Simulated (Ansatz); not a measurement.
# A hypothetical structure for Be2BiAs2, part 2 of 2

Starting from a made-up structure for Be2BiAs2, the aim is the relaxed cell, its shortest contacts and, where a second run follows, its electronic structure.

Ansatz 0.2.0; DFT, PBEsol, plane-wave PAW, files of the set soft_1, scalar-relativistic, no spin, cell and ions relaxed at zero pressure; PAW set soft_1 (the session's first sound run).

So far: The structure; Relaxing cell and atoms. The relaxed cell has a = 3.614, c = 13.325 Å (conventional setting).

## 3. Electronic structure of the relaxed cell

A second self-consistent run takes a narrower smearing and the mesh shown in its input; the bands follow along the standard path of the relaxed lattice.

This step: DFT, PBEsol, plane-wave PAW, files of the set soft_1, scalar-relativistic, no spin, bands and density of states at the relaxed cell; PAW set soft_1 (Ansatz 0.2.0).

Input file input.yaml:

```yaml
crystal:
  lattice:
    - [-1.8072494763, 1.8072494763, 6.6625558566]
    - [1.8072494763, -1.8072494763, 6.6625558566]
    - [1.8072494763, 1.8072494763, -6.6625558566]
  atoms:
    - { symbol: Bi, position: [0.0, 0.0, 0.0] }
    - { symbol: As, position: [0.6434837648, 0.6434837648, 0.0] }
    - { symbol: As, position: [0.3565162352, 0.3565162352, 0.0] }
    - { symbol: Be, position: [0.75, 0.25, 0.5] }
    - { symbol: Be, position: [0.25, 0.75, 0.5] }
kpoints:
  mp_grid: { grid: [12, 12, 12] }
  band_path:
    path:
      - [[0.0, 0.0, 0.0], [-0.5, 0.5, 0.0], [-0.5, 0.5, -0.03678955], [-0.26839478, 0.26839478, -0.26839478], [0.0, 0.0, 0.0], [0.5, 0.5, -0.5], [0.26839478, 0.73160522, -0.73160522], [0.0, 0.5, -0.5], [-0.25, 0.75, -0.25], [0.03678955, 0.96321045, -0.5], [0.5, 0.5, -0.5]]
      - [[-0.5, 0.5, 0.0], [-0.25, 0.75, -0.25]]
    npoints: 7
scf:
  occupations: { method: fermi_dirac, width: 0.03 }
  n_extra_bands: 9
hamiltonian:
  xc: pbesol
  pseudopotentials: { kind: paw, azcp: { folder: soft_1 }, xc_functional: pbe }
output:
  forces: true
  stress: true
  write_bands: true
  dos: { projected: true }
  write_density: true
  write_potential: true
  elf: true
  volumetric_format: npy
```

Launch:

```
ansatz run input.yaml --threads 4 --pin off --max-ram 8192MiB --backend cpu --events-out ev --progress --plain --runs-dir out
```

Numbers of over 12 decimals in the logs are rounded to 6 here.

The log of the run:

```text
basis.fft_grid_basis auto: the FFT boxes are laid along the combinations [[1, -1, 0], [0, 1, 0], [1, 0, 1]] of the cell's own vectors, 5.112, 7.136 and 3.614 Å long. The dense box has 36×48×25 points. Along the cell's own vectors, as sized, it would have 48×48×48, 2.56 times as many. Of the 16 symmetry operations that the crystal satisfies within crystal.symmetry.tolerance (time reversal apart; of a slab, those that  [...]
[...]
Crystal: 5 atoms, lattice volume = 87.044 Å³
Basis set: ecut = 420 eV, 1659 PW (Γ), FFT grids on a1−a2, a2, a1+a3, exchange–correlation on 72×96×50 points (8 copies of the dense FFT grid, shifted against one another)
Bands: 34, of which v1, the nominal top of the filled ones, is band 25 counted from 1 (24 counted from 0)
Symmetry: 16 space group operations
[...]
k-points: 163 of 1728
[...]
SCF iter   1: F=—  HF=-22052.436262 eV  |F-HF|=—  |Δ(HF+E_count)|=         —  Δρ=3.92e-2  dr2=7.79e0  ethr=3.10e-3  ⟨swp⟩=7.0  Hψ=25467  notcnv=0  defer=1
[...]
SCF iter  10: F=-22050.854414 eV  HF=-22050.854414 eV  |F-HF|=2.55e-10  |Δ(HF+E_count)|=   1.29e-9  Δρ=3.11e-6  dr2=5.46e-9  ethr=2.04e-10  ⟨swp⟩=14.8  Hψ=38548  notcnv=0
SCF 1 converged in 10 iterations: F = -22050.854414 eV  dr2 = 5.46e-9
[...]
NSCF: frozen V_eff on 79 k-points
SCF converged after 10 iterations
Free energy (F): -22050.854414 eV
[...]
Internal energy: -22050.849699 eV  (E = F + TS)
E sigma→0 (E₀):  -22050.852057 eV
Entropy (-TS):   -0.004715 eV (-0.943 meV/atom)
Fermi energy:    10.463676 eV
[...]
--- Forces (eV/Å), atoms counted from 1 ---
  atom   1  Bi     0.00000000     0.00000000     0.00000000
  atom   2  As     0.00000000     0.00000000     0.03413962
  atom   3  As     0.00000000    -0.00000000    -0.03413962
  atom   4  Be     0.00000000     0.00000000     0.00000000
  atom   5  Be     0.00000000     0.00000000     0.00000000
  max |Σ_I F_I| component: 2.43e-17 eV/Å
--- Stress (GPa, compression-positive) ---
        0.155807       0.000000      -0.000000
        0.000000       0.155807       0.000000
        0.000000       0.000000      -0.201116
  P = ⅓ Tr σ = 0.0368 GPa (0.368 kbar)
--- Band table (eV; the first three rows and the last of 163) ---
  k-point 0: bands = [... 21 lower, 8.1849, 9.4976, 9.4976, 12.0678, 13.5651, 13.5839, 14.0610, 14.0610, ... 5 higher]
  k-point 1: bands = [... 21 lower, 8.9201, 9.1191, 10.0941, 12.2028, 13.1175, 13.5026, 14.0108, 14.4075, ... 5 higher]
  k-point 2: bands = [... 21 lower, 7.8459, 9.8059, 10.3055, 11.9127, 12.1548, 12.5254, 14.8949, 15.1143, ... 5 higher]
  k-point 162: bands = [... 21 lower, 9.9544, 10.8555, 10.8555, 11.3884, 11.9434, 11.9434, 12.4841, 13.2903, ... 5 higher]
```

Elapsed: 21 s, on 4 threads of Arm Neoverse N1, shared host; peak memory 0.64 GiB; 81 s of CPU time.

Reading the cycles: dr2 is the Hartree energy of the density residual (eV), the measure of convergence; HF is the Harris–Foulkes estimate of the energy, which meets the free energy F at convergence.

Numbers from this step:

```
free energy             : -22050.8544 eV
energy at zero smearing : -22050.8521 eV
smearing term TS        : 0.004715 eV
pressure                : 0.03683 GPa
```

bands.tsv at the labelled points (eV, zero at the Fermi level; the bands that come nearest the Fermi level along the path):

| point | band 21 | band 22 | band 23 | band 24 | band 25 | band 26 | band 27 | band 28 |
| --- | --- | --- | --- | --- | --- | --- | --- | --- |
| Γ | -2.44 | -2.28 | -0.97 | -0.97 | 1.60 | 3.10 | 3.12 | 3.60 |
| X | -4.93 | -3.59 | -3.43 | -2.97 | -1.86 | -0.46 | -0.25 | 2.60 |
| Y | -4.91 | -3.47 | -3.40 | -2.91 | -1.83 | -0.52 | -0.40 | 2.82 |
| S | -3.66 | -2.55 | -0.85 | -0.32 | 1.58 | 1.84 | 2.47 | 3.71 |
| Γ | -2.44 | -2.28 | -0.97 | -0.97 | 1.60 | 3.10 | 3.12 | 3.60 |
| Z | -2.77 | -0.51 | 0.39 | 0.39 | 0.92 | 1.48 | 1.48 | 2.02 |
| S1 | -3.66 | -2.55 | -0.85 | -0.32 | 1.58 | 1.84 | 2.47 | 3.71 |
| N | -4.52 | -1.29 | -0.61 | -0.53 | 0.24 | 2.23 | 2.37 | 4.02 |
| P | -4.13 | -4.13 | -3.73 | -2.70 | -1.01 | -1.01 | -0.79 | 3.80 |
| Y1 | -4.91 | -3.47 | -3.40 | -2.91 | -1.83 | -0.52 | -0.40 | 2.82 |
| Z | -2.77 | -0.51 | 0.39 | 0.39 | 0.92 | 1.48 | 1.48 | 2.02 |
| X | -4.93 | -3.59 | -3.43 | -2.97 | -1.86 | -0.46 | -0.25 | 2.60 |
| P | -4.13 | -4.13 | -3.73 | -2.70 | -1.01 | -1.01 | -0.79 | 3.80 |

Counts of states for the cell as run, both spins, by energy window (eV from the Fermi level):

| from | to | total |
| --- | --- | --- |
| -8 | -7 | 0.00 |
| -7 | -6 | 0.20 |
| -6 | -5 | 1.93 |
| -5 | -4 | 2.30 |
| -4 | -3 | 2.03 |
| -3 | -2 | 2.37 |
| -2 | -1 | 2.14 |
| -1 | 0 | 2.05 |
| 0 | 1 | 1.72 |
| 1 | 2 | 1.97 |
| 2 | 3 | 1.31 |
| 3 | 4 | 1.21 |
| 4 | 5 | 2.37 |
| 5 | 6 | 3.00 |

Below -8 eV lie 36.0 more states.

Valence density in the ab plane of the cell as run, not the conventional one, at fractional z = 0.000, with atoms of Bi and As within 0.2 Å of it. It is the smooth field of the valence electrons, not physical close to the nuclei.

Values in e/Å³, 11 rows by 16 columns, each cell a mean:
```
 6  5  2  0  0  0  0  0  0  0  0  0  0  0  1  3
 1  2  2  1  0  0  0  0  1  0  0  0  0  0  0  0
 0  0  0  0  0  0  0  1  2  4  2  0  0  0  0  0
 0  0  0  0  0  0  0  0  2 16 27  6  1  0  0  0
 0  0  0  0  0  0  0  0  0  2 13 14  2  0  0  0
 0  0  0  1  3  1  0  0  0  0  0  1  1  1  0  0
 0  0  0  1  8 25 10  1  0  0  0  0  0  0  0  0
 0  0  0  0  1 11 21  6  1  0  0  0  0  0  0  0
 0  0  0  0  0  0  1  2  1  0  0  0  0  1  1  0
 1  0  0  0  0  0  0  0  0  0  0  0  0  2  3  3
 6  2  0  0  0  0  0  0  0  0  0  0  0  1  4  7
```
Columns run along a (7.1 Å), rows up along b (7.1 Å). Atoms in or near the plane, at fractional coordinates: Bi at (0.00, 0.00), As at (0.64, 0.64), As at (0.36, 0.36).

Electrostatic potential energy in the ab plane of the cell as run, not the conventional one, at fractional z = 0.000, with atoms of Bi and As within 0.2 Å of it. With pseudopotentials it is smooth inside the atoms' cores, unlike the true potential.

Ten even steps from '_' (-41 eV) to '@' (22 eV), each cell a mean:
```
______==##%%%%%%%%%%%%%%%%%%%%%%%%**::__
______::**%%%%%%%%%%%%%%%%%%%%%%%%%%**::
--..__::++##%%%%########%%%%%%%%%%%%%%**
##++----++##%%%%##++++++**%%%%%%%%%%%%%%
%%####****##%%%%##++++******##%%%%%%%%%%
%%%%%%######%%%%%%****@@@@****##%%%%%%%%
%%%%%%%%%%%%%%%%%%##++%%@@@@****%%%%%%%%
%%%%%%%%%%%%%%%%%%%%##**%%@@@@****%%%%%%
%%%%##****##%%%%%%%%%%##**%%@@**++##%%%%
%%%%##**++++**##%%%%%%%%##++**++++##%%%%
%%%%##**++####++##%%%%%%%%##**++++##%%%%
%%%%%%##++%%@@%%++##%%%%%%%%%%######%%%%
%%%%%%%%****@@@@%%++##%%%%%%%%%%%%%%%%%%
%%%%%%%%##**##@@@@##**%%%%%%%%%%%%%%%%%%
%%%%%%%%%%##****%%##++##%%%%########%%%%
%%%%%%%%%%%%##**++++++**%%%%##**++++**##
##%%%%%%%%%%%%%%##******%%%%##**--::::==
--**%%%%%%%%%%%%%%######%%%%%%##--______
__::**%%%%%%%%%%%%%%%%%%%%%%%%##++..____
____--##%%%%%%%%%%%%%%%%%%%%%%%%##--____
```
Columns run along a (7.1 Å; values clipped at the 3rd and 97th percentile), rows up along b (7.1 Å). Atoms in or near the plane, at fractional coordinates: Bi at (0.00, 0.00), As at (0.64, 0.64), As at (0.36, 0.36).

ELF in the ab plane of the cell as run, not the conventional one, at fractional z = 0.000, with atoms of Bi and As within 0.2 Å of it. It is the smooth field of the valence electrons, not physical close to the nuclei.

Ten even steps from '_' (0.05) to '@' (0.69), each cell a mean:
```
::..--++--::--++##%%##**==::..__::==++::
--..--++++----**%%@@@@##++::..____::++++
++====++++==--**%%@@@@@@##==..______::==
==++++++++==--**@@@@%%%%%%**--..______::
::--==++++==--++%%@@##++**##++--..______
..::----==--::--##@@##::::==**++--......
--==++====--::..==@@@@==__..==##**==::::
++####%%##**--....++@@%%--__::**%%##++==
##%%@@@@@@@@%%==....++@@%%==::++%%@@##**
##@@@@@@%%%%@@@@++....++@@@@####%%@@@@##
**##@@@@##++**@@@@++....++%%@@@@@@@@@@%%
++++##@@##--..--%%@@++....==##%%@@%%%%##
==--==##%%++..__--@@@@==....--++******++
::..::--**##==....**@@%%--::::----------
..____..--++##++--++@@@@**----======--::
::______..--**%%####%%@@##====++++++++--
==::______..--##@@@@@@@@%%==--++++++++++
++==::______::==##@@@@@@##==--==++==----
::++==::____..--++##@@%%##==::--++==....
::::++==::..::==++**####++--..::==++--..
```
Columns run along a (7.1 Å), rows up along b (7.1 Å). Atoms in or near the plane, at fractional coordinates: Bi at (0.00, 0.00), As at (0.64, 0.64), As at (0.36, 0.36).

## 4. What came out

```yaml
space_group_relaxed: I4/mmm
conventional_cell: a = 3.614, b = 3.614, c = 13.325 Å; α = 90.0°, β = 90.0°, γ = 90.0°
volume_per_atom: 17.41 Å³ (guess 15.43)
```

In words: Be2BiAs2 relaxes to I4/mmm with a = 3.614, b = 3.614 and c = 13.325 Å. The guessed volume was 11 % too small. The space group I4/mmm was held in the relaxation, so the end point is a stationary structure within it and may be a saddle against distortions or other arrangements. Bands cross the Fermi level, so it is a metal or semimetal at this level. The electron count is odd, which forces that without spin polarisation or a larger cell. On the 12×12×12 mesh with the narrower smearing (relaxed on 9×9×9) the largest force component is 0.034 eV/Å and the largest stress component is 0.201 GPa, against the relaxation's thresholds of 0.015 eV/Å and 0.05 GPa. The cutoff wasn't tested. A vector of the cell changed its length by 28 %, so the starting arrangement is largely lost and the mesh was laid for another shape. Spin-orbit coupling is left out, which can matter for elements this heavy. No dispersion term is used, so weakly bound directions may come out too long. Nothing here tests whether the compound is stable against decomposition.

[Logs are printed without paths, hosts, clocks, repeated set-up lines and the standing remarks that a program may print on its own settings, such as how far it seeks lower states.]

[Hosts, paths, dates, database ids (printed as entryN), source tags and the programs' standing remarks are cut or masked in the printed files.]
